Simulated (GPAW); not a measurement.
# WSe2 (P6_3/mmc): one start, several treatments of the self-energy

Aim: compare treatments of exchange, screening and correlation for the gap of WSe2 (P6_3/mmc).

Program: GPAW 26.7.0. Level of theory: PBE and many-body steps on it, plane waves. Results are calculated unless marked as measured.

The database entry behind the starting cell differs from later determinations by our own check (a about 0.2 % long), so it need not match the best structure at ambient conditions.

## (1) Set-up

Symmetry: P6_3/mmc, No. 194, hexagonal system. The conventional cell has a = 3.290 Å, b = 3.290 Å, c = 12.970 Å, α = 90.00°, β = 90.00°, γ = 120.00°. W has 6 Se at 2.53 Å nearest. Se has 3 W at 2.53 Å nearest. Farther neighbours and most contacts between anions are not listed.

As a file:

```xyz
6
Lattice="3.2900 0.0000 0.0000 -1.6450 2.8492 0.0000 0.0000 0.0000 12.9700" Properties=species:S:1:pos:R:3 pbc="T T T"
W     0.0000    1.8995    3.2425
W     1.6450    0.9497    9.7275
Se    0.0000    1.8995    8.0544
Se    1.6450    0.9497    1.5694
Se    0.0000    1.8995   11.4006
Se    1.6450    0.9497    4.9156
```

The cell and positions come from the Crystallography Open Database and are kept as given unless a step says otherwise. Spin-orbit coupling is left out unless a step names it.

## (2) Empty states on the mesh, 6×6×1 mesh, 790 bands

This step: GPAW 26.7.0; DFT, PBE, plane waves, PAW.

The sums over transitions need many empty states on a uniform mesh; this step solves for them.

File run.py:

```python
import json
import numpy as np
from gpaw.mpi import world
from gpaw import GPAW

calc = GPAW('gs.gpw').fixed_density(kpts={'size': (6, 6, 1), 'gamma': True},
    parallel={'domain': 1, 'band': 1},
    txt='nscf.txt')
calc.diagonalize_full_hamiltonian(nbands=790)
calc.write('full.gpw', mode='all')
res = {}
kpts = calc.get_ibz_k_points()
res['kpts'] = kpts
res['eigenvalues'] = [calc.get_eigenvalues(kpt=k) for k in range(len(kpts))]
res['n_electrons'] = calc.get_number_of_electrons()

if world.rank == 0:
    with open('result.json', 'w') as f:
        json.dump(res, f, default=lambda x: x.tolist())
```

On the command line:

```bash
$ mpirun -n 4 gpaw python run.py
```

Numbers of over 12 decimals in the logs are rounded to 6 here.

The log of the run:

```text
Diagonalizing LCAO Hamiltonian
Converting LCAO to pw mode
convergence criteria:
- Maximum integral of absolute [eigenst]ate change: 4e-08 eV^2 / valence electron
maximum number of iterations: 100

SCF iterations
|iter     |     time |      energy | eigst |  dens |
|iter:   1|  |             | +0.14 |       |
|iter:   2|  |             | -1.47 |       |
|iter:   3|  |             | -2.53 |       |
[...]
|iter:   8|  |             | -6.65 |       |
|iter:   9|  |             | -7.05 |       |
|iter:  10|  |             | -7.87c|       |
SCF steps: 10
  __  _  _
 | _ |_)|_||  |
 |__||  | ||/\| - 26.7.0

Input parameters:
  mode=PW(ecut=450.000000),
  convergence={'density': 1e-06, 'bands': -3},
  gpts=array([18, 18, 64]),
  kpts=MonkhorstPack(size=(6, 6, 1), gamma=True),
  maxiter=100,
  nbands=35,
  occupations=Occupations(name='fermi-dirac', width=0.001, fixmagmom=False),
  parallel={'domain': 1, 'band': 1},
  xc=XC(name='PBE')
Matrix size: 2637x2637
# Writing to full.gpw (mode='all')
  [... matrices ...]

timing:  # [seconds]
  Total: 39.616  # ━━━━━━━━━━━━━━━━━━━━━━━━━━━━━━━━━━━━━━━━━━━━━━━━━━━━━━━━━━
```

Run time: 46 s. Hardware: 4 MPI ranks of Arm Neoverse V1, shared host; peak memory 2.8 GiB; 3.1 min of CPU time.

This step gave:

```
gap                                                           : 0.9662 eV
k of the valence top                                          : 0, 0, 0
k of the conduction bottom                                    : 0.3333, -0.1667, 0
least direct gap                                              : 1.524 eV
k points computed                                             : 7
lowest point of the top converged band, above the valence top : 184.0921 eV
```

On this mesh the gap is 0.966 eV.

## (3) G0W0, Godby-Needs plasmon pole

Now the one-shot GW correction: screening in the RPA, then the self-energy of the levels asked for.

This step: G0W0 on PBE, plane waves, PAW.

File run.py:

```python
import json
import numpy as np
from gpaw.mpi import world
from gpaw.response.g0w0 import G0W0

gw = G0W0('full.gpw',
    filename='gw',
    kpts=[0, 2, 4],
    bands=(24, 28),
    ecut=120,
    nbands=362,
    integrate_gamma='WS',
    ppa=True)
gw.calculate()
res = {mode: {k: v for k, v in r.items() if k != 'sigma_eskwn'}
       for mode, r in gw.all_results.items()}

if world.rank == 0:
    with open('result.json', 'w') as f:
        json.dump(res, f, default=lambda x: x.tolist())
```

On the command line:

```bash
$ mpirun -n 4 gpaw python run.py
```

The log of the run:

```text
Using integrator: PointIntegrator
FrequencyGridDescriptor(from 0.000+0.000j to 0.000+27.211j eV, 2 points)
Nonperiodic BCs:  [False False False]
Using integrator: PointIntegrator
FrequencyGridDescriptor(from 0.000+0.000j to 0.000+27.211j eV, 2 points)
Nonperiodic BCs:  [False False False]
  ___  _ _ _
 |   || | | |
 | | || | | |
 |__ ||_____|
 |___|

BZ k-points: Symmetries present (total): 12

  [... matrices ...]
36 k-points: 6 x 6 x 1 Monkhorst-Pack grid + [1/12,1/12,0.000000]
7 k-points in the irreducible part of the Brillouin zone
       k-points in crystal coordinates                weights
   0:     0.00000000    0.00000000    0.00000000          1/36
   1:     0.16666667    0.00000000    0.00000000          6/36
   2:     0.33333333   -0.16666667    0.00000000          6/36
   3:     0.33333333    0.00000000    0.00000000          6/36
   4:     0.33333333    0.33333333    0.00000000          2/36
   5:     0.50000000    0.33333333    0.00000000         12/36
   6:     0.50000000    0.50000000    0.00000000          3/36

Distributing spins, k-points and bands (1 x 3 x 4) over 4 processes
Number of blocks: 1

Quasi particle states:
k-points (IBZ indices): [0, 2, 4]
Band range: (24, 28)
  [... matrices ...]
Computational parameters:
Plane wave cut-off: 120 eV
Number of bands: 362
Coulomb cutoff: None
Broadening: 0.1 eV

fxc modes: GW
Kernel: RPA
Using Godby-Needs plasmon-pole approximation:
  Fitting energy: i*E0, E0 = 1.000 Hartree
Summing all q:

Calculating screened Coulomb potential
No Coulomb truncation
FrequencyGridDescriptor(from 0.000+0.000j to 0.000+27.211j eV, 2 points)
Removing empty qpoint cache files...

Calculating chi0 body with:
    Ground state adapter containing:
    Number of spins: 1
    Number of kpoints: 36
    Number of irreducible kpoints: 7
    Number of completely occupied states: 26
    Number of partially occupied states: 26
    Occupied states memory: 8.2265625 M / cpu

    Linear response parametrization:
    q_c: [1.3877787807814457e-17, 1.3877787807814457e-17, 0.0]
    Number of frequency points: 2
    Planewave cutoff: 120.0
    Number of bands: 362
    Number of planewaves: 341
    Broadening (eta): 1e-06
    comm.size: 4
    kncomm.size: 4
    blockcomm.size: 1

    Memory estimate of potentially large arrays:
        chi0_wGG: 3.548615 M / cpu
Integrating chi0 body.

Symmetries of q_c:
    Direct symmetries (Uq -> q): 12
    Indirect symmetries (TUq -> q): 0
In total 12 allowed symmetries.

  [... matrices ...]
7 groups of equivalent kpoints. 80.555556% reduction.

Integral kind: response function
Integrating chi0 head and wings.

Symmetries of q_c:
    Direct symmetries (Uq -> q): 12
    Indirect symmetries (TUq -> q): 0
In total 12 allowed symmetries.

  [... matrices ...]
7 groups of equivalent kpoints. 80.555556% reduction.

Integral kind: response function wings

Calculating chi0 body with:
    Ground state adapter containing:
    Number of spins: 1
    Number of kpoints: 36
    Number of irreducible kpoints: 7
    Number of completely occupied states: 26
    Number of partially occupied states: 26
[... the further q-points ...]

Results:
f:      Occupation numbers
eps:     KS-eigenvalues [eV]
vxc:     KS vxc [eV]
exx:     Exact exchange [eV]
sigma:   Self-energies [eV]
dsigma:  Self-energy derivatives
Z:       Renormalization factors
qp:      QP-energies [eV]

k-point 0 (0): (0.000, 0.000, 0.000)                GW
band       f     eps     vxc     exx   sigma  dsigma       Z      qp
                                                                   GW
  24   1.000   7.640 -15.898 -18.139   1.706  -0.254   0.798   7.213
  25   1.000   8.714 -18.769 -19.320   0.557  -0.269   0.788   8.718
  26   0.000  11.344 -18.203 -13.909  -3.707  -0.260   0.793  11.810
  27   0.000  11.344 -18.203 -13.909  -3.707  -0.260   0.793  11.810

k-point 1 (2): (0.333, -0.167, 0.000)                GW
band       f     eps     vxc     exx   sigma  dsigma       Z      qp
                                                                   GW
  24   1.000   7.563 -17.961 -19.279   1.207  -0.277   0.783   7.476
  25   1.000   7.603 -18.019 -19.358   1.215  -0.273   0.786   7.506
[...]
k-point 2 (4): (0.333, 0.333, 0.000)                GW
band       f     eps     vxc     exx   sigma  dsigma       Z      qp
                                                                   GW
[...]
25   1.000   8.504 -18.205 -18.716   0.482  -0.271   0.787   8.481
  26   0.000  10.028 -19.690 -15.623  -3.434  -0.275   0.784  10.525
  27   0.000  10.028 -19.690 -15.623  -3.434  -0.275   0.784  10.525
```

The job ended after 5 min (4 MPI ranks; peak memory 2.1 GiB).

Numbers from this step:

```
G0W0 gap on the points computed              : 1.265 eV
least direct G0W0 gap on the computed points : 2.044 eV
Z at the valence top                         : 0.7881
Z at the conduction bottom                   : 0.7955
starting gap on the mesh                     : 0.9662 eV
k of the valence top                         : 0, 0, 0
k of the conduction bottom                   : 0.3333, -0.1667, 0
```

The gap on the mesh goes from 0.97 eV to 1.27 eV, a correction of +0.30 eV.

## (4) One-shot HSE06

This step: one-shot HSE06 levels on PBE orbitals, plane waves, PAW.

File run.py:

```python
import json
import numpy as np
from gpaw.mpi import world
from gpaw.hybrids.eigenvalues import non_self_consistent_eigenvalues

dft, vxc, vxc_hyb = non_self_consistent_eigenvalues('full.gpw', 'HSE06', 24, 28, kpt_indices=[0, 2, 4])
res = {'dft': dft[0], 'hybrid': (dft - vxc + vxc_hyb)[0]}
if world.rank == 0:
    with open('hybrid.txt', 'w') as f:
        for k, e0, e1 in zip([0, 2, 4], res['dft'], res['hybrid']):
            print(k, ' '.join(f'{x:9.4f}' for x in e0), '|', ' '.join(f'{x:9.4f}' for x in e1), file=f)

if world.rank == 0:
    with open('result.json', 'w') as f:
        json.dump(res, f, default=lambda x: x.tolist())
```

On the command line:

```bash
$ mpirun -n 4 gpaw python run.py
```

The log of the run:

```text
IBZ(<points: 7, symmetries: 12>)
Occupied bands: 26
Transforming wave functions from IBZ to BZ: 0.027 seconds
Distributing wave functions and iFFT-ing to real space: 0.400 seconds
Calculating eigenvalues:
  k-points: 3
  Bands: 24-27 (inclusive)
  Seconds: 2.370 (wave-function broadcasting: 0.022 seconds)
HSE06-eigenvalue shifts:
  min: -0.526 eV
  ave: 0.050 eV
  max: 0.409 eV
```

The job ended after 6.4 s (4 MPI ranks; peak memory 1.2 GiB; 25 s of CPU time).

Numbers from this step:

- starting gap on the mesh: 0.9662 eV
- hybrid gap on the mesh: 1.369 eV
- least direct hybrid gap on the computed points: 2.024 eV

## (5) One-shot PBE0

This step: one-shot PBE0 levels on PBE orbitals, plane waves, PAW.

Changes to run.py since step 4:

```diff
@@ -5,3 +5,3 @@
 
-dft, vxc, vxc_hyb = non_self_consistent_eigenvalues('full.gpw', 'HSE06', 24, 28, kpt_indices=[0, 2, 4])
+dft, vxc, vxc_hyb = non_self_consistent_eigenvalues('full.gpw', 'PBE0', 24, 28, kpt_indices=[0, 2, 4])
 res = {'dft': dft[0], 'hybrid': (dft - vxc + vxc_hyb)[0]}
```

On the command line:

```bash
$ mpirun -n 4 gpaw python run.py
```

The log of the run:

```text
IBZ(<points: 7, symmetries: 12>)
Occupied bands: 26
Transforming wave functions from IBZ to BZ: 0.032 seconds
Distributing wave functions and iFFT-ing to real space: 0.407 seconds
Calculating eigenvalues:
  k-points: 3
  Bands: 24-27 (inclusive)
  Seconds: 2.730 (wave-function broadcasting: 0.022 seconds)
HSE06-eigenvalue shifts:
  min: -0.929 eV
  ave: -0.027 eV
  max: 0.685 eV
```

It took 6.6 s on 4 MPI ranks; peak memory 1.2 GiB.

Numbers from this step:

```yaml
starting_gap_on_the_mesh: 0.9662 eV
hybrid_gap_on_the_mesh: 2.034 eV
least_direct_hybrid_gap_on_the_computed_points: 2.655 eV
```

## (6) G0W0, full frequency, Hilbert transform

This step: G0W0 on PBE, plane waves, PAW.

File run.py:

```python
import json
import numpy as np
from gpaw.mpi import world
from gpaw.response.g0w0 import G0W0

gw = G0W0('full.gpw',
    filename='gw',
    kpts=[0, 2, 4],
    bands=(24, 28),
    ecut=120,
    nbands=362,
    integrate_gamma='WS',
    frequencies={'type': 'nonlinear', 'domega0': 0.1, 'omega2': 15.0},
    eta=0.1,
    nblocksmax=True)
gw.calculate()
res = {mode: {k: v for k, v in r.items() if k != 'sigma_eskwn'}
       for mode, r in gw.all_results.items()}

if world.rank == 0:
    with open('result.json', 'w') as f:
        json.dump(res, f, default=lambda x: x.tolist())
```

On the command line:

```bash
$ mpirun -n 4 gpaw python run.py
```

The log of the run:

```text
Using integrator: PointIntegrator
NonLinearFrequencyDescriptor(from 0.000 to 181.873 eV, 303 points)
Nonperiodic BCs:  [False False False]
Using integrator: PointIntegrator
NonLinearFrequencyDescriptor(from 0.000 to 181.873 eV, 303 points)
Nonperiodic BCs:  [False False False]
  ___  _ _ _
 |   || | | |
 | | || | | |
 |__ ||_____|
 |___|

BZ k-points: Symmetries present (total): 12

  [... matrices ...]
36 k-points: 6 x 6 x 1 Monkhorst-Pack grid + [1/12,1/12,0.000000]
7 k-points in the irreducible part of the Brillouin zone
       k-points in crystal coordinates                weights
   0:     0.00000000    0.00000000    0.00000000          1/36
   1:     0.16666667    0.00000000    0.00000000          6/36
   2:     0.33333333   -0.16666667    0.00000000          6/36
   3:     0.33333333    0.00000000    0.00000000          6/36
   4:     0.33333333    0.33333333    0.00000000          2/36
   5:     0.50000000    0.33333333    0.00000000         12/36
   6:     0.50000000    0.50000000    0.00000000          3/36

Distributing spins, k-points and bands (1 x 3 x 4) over 1 process
Number of blocks: 4

Quasi particle states:
k-points (IBZ indices): [0, 2, 4]
Band range: (24, 28)
  [... matrices ...]
Computational parameters:
Plane wave cut-off: 120 eV
Number of bands: 362
Coulomb cutoff: None
Broadening: 0.1 eV

fxc modes: GW
Kernel: RPA
Using full-frequency real axis integration
Summing all q:

Calculating screened Coulomb potential
No Coulomb truncation
NonLinearFrequencyDescriptor(from 0.000 to 181.873 eV, 303 points)
Removing empty qpoint cache files...

Calculating chi0 body with:
    Ground state adapter containing:
    Number of spins: 1
    Number of kpoints: 36
    Number of irreducible kpoints: 7
    Number of completely occupied states: 26
[...]
comm.size: 4
    kncomm.size: 1
    blockcomm.size: 4

    Memory estimate of potentially large arrays:
        chi0_wGG: 134.403774 M / cpu
Integrating chi0 body.

Symmetries of q_c:
    Direct symmetries (Uq -> q): 12
    Indirect symmetries (TUq -> q): 0
In total 12 allowed symmetries.

  [... matrices ...]
7 groups of equivalent kpoints. 80.555556% reduction.

Integral kind: spectral function
Integrating chi0 head and wings.

Symmetries of q_c:
    Direct symmetries (Uq -> q): 12
    Indirect symmetries (TUq -> q): 0
In total 12 allowed symmetries.

  [... matrices ...]
7 groups of equivalent kpoints. 80.555556% reduction.

Integral kind: spectral function wings

Calculating chi0 body with:
    Ground state adapter containing:
    Number of spins: 1
    Number of kpoints: 36
    Number of irreducible kpoints: 7
    Number of completely occupied states: 26
    Number of partially occupied states: 26
[... the further q-points ...]

Results:
f:      Occupation numbers
eps:     KS-eigenvalues [eV]
vxc:     KS vxc [eV]
exx:     Exact exchange [eV]
sigma:   Self-energies [eV]
dsigma:  Self-energy derivatives
Z:       Renormalization factors
qp:      QP-energies [eV]

k-point 0 (0): (0.000, 0.000, 0.000)                GW
band       f     eps     vxc     exx   sigma  dsigma       Z      qp
                                                                   GW
  24   1.000   7.640 -15.898 -18.139   1.682  -0.306   0.766   7.212
  25   1.000   8.714 -18.769 -19.320   0.580  -0.328   0.753   8.735
  26   0.000  11.344 -18.203 -13.909  -3.738  -0.322   0.757  11.765
[...]
k-point 1 (2): (0.333, -0.167, 0.000)                GW
band       f     eps     vxc     exx   sigma  dsigma       Z      qp
                                                                   GW
[...]
k-point 2 (4): (0.333, 0.333, 0.000)                GW
band       f     eps     vxc     exx   sigma  dsigma       Z      qp
                                                                   GW
[...]
26   0.000  10.028 -19.690 -15.623  -3.435  -0.331   0.751  10.503
  27   0.000  10.028 -19.690 -15.623  -3.435  -0.331   0.751  10.503
```

Elapsed: 9.6 min, on 4 MPI ranks; peak memory 4.5 GiB; 38 min of CPU time.

This step gave:

* G0W0 gap on the points computed: 1.248 eV
* least direct G0W0 gap on the computed points: 1.995 eV
* Z at the valence top: 0.7530
* Z at the conduction bottom: 0.7649
* starting gap on the mesh: 0.9662 eV
* k of the valence top: 0, 0, 0
* k of the conduction bottom: 0.3333, -0.1667, 0

Against G0W0 in GPAW (6×6×1 mesh, 362 bands, screening to 120 eV, Godby-Needs plasmon pole), the gap moves by −0.017 eV.

## (7) The runs together

Times are wall times on 4 MPI ranks of Arm Neoverse V1, shared host, good to a factor of about two.

```
                                    run   mesh  bands  screening cutoff (eV)  DFT gap (eV)  gap on the mesh (eV)  direct (eV)     time
         G0W0, Godby-Needs plasmon pole  6×6×1    362                    120         0.966                 1.265        2.044    5 min
                         one-shot HSE06  6×6×1      -                      -         0.966                 1.369        2.024    6.4 s
                          one-shot PBE0  6×6×1      -                      -         0.966                 2.034        2.655    6.6 s
G0W0, full frequency, Hilbert transform  6×6×1    362                    120         0.966                 1.248        1.995  9.6 min
```

## (8) Results

```
G0W0, Godby-Needs plasmon pole          : 1.265 eV
one-shot HSE06                          : 1.369 eV
one-shot PBE0                           : 2.034 eV
G0W0, full frequency, Hilbert transform : 1.248 eV
known limits                            : not at the basis limit; no spin-orbit coupling; coarse k mesh
```

In words: One-shot HSE06: +0.104 eV against G0W0, Godby-Needs plasmon pole. One-shot PBE0: +0.768 eV against G0W0, Godby-Needs plasmon pole. G0W0, full frequency, Hilbert transform: −0.017 eV against G0W0, Godby-Needs plasmon pole. One-shot hybrid levels are evaluated on the PBE orbitals. Bands and cutoff are finite, so the gap is not at the basis limit. The miss can reach some tenths of an eV and take either sign; the mesh is an error of its own. These stock PAW sets were not made for GW; the filled d or f shell of Se and W lies in the frozen core, which bears on start and correction. In the G0W0 runs levels were corrected at 3 k points alone, so a gap called «on the mesh» is the least over those, and an edge elsewhere would be missed. The 6×6×1 mesh is coarse for this cell, which bears on the long-range parts of exchange and screening. The many-body steps are scalar-relativistic: spin-orbit coupling is not in them.

[Paths, hosts, dates, memory and timing lines, banners, echoed tables and standing remarks are left out of the program output.]

[Logs are printed without paths, hosts, clocks, repeated set-up lines and the standing remarks that a program may print on its own settings, such as how far it seeks lower states.]

[Runs of the session that timed out or met a known fault of the program may be left out.]

[Hosts, paths, dates, database ids (printed as entryN), source tags and the programs' standing remarks are cut or masked in the printed files.]
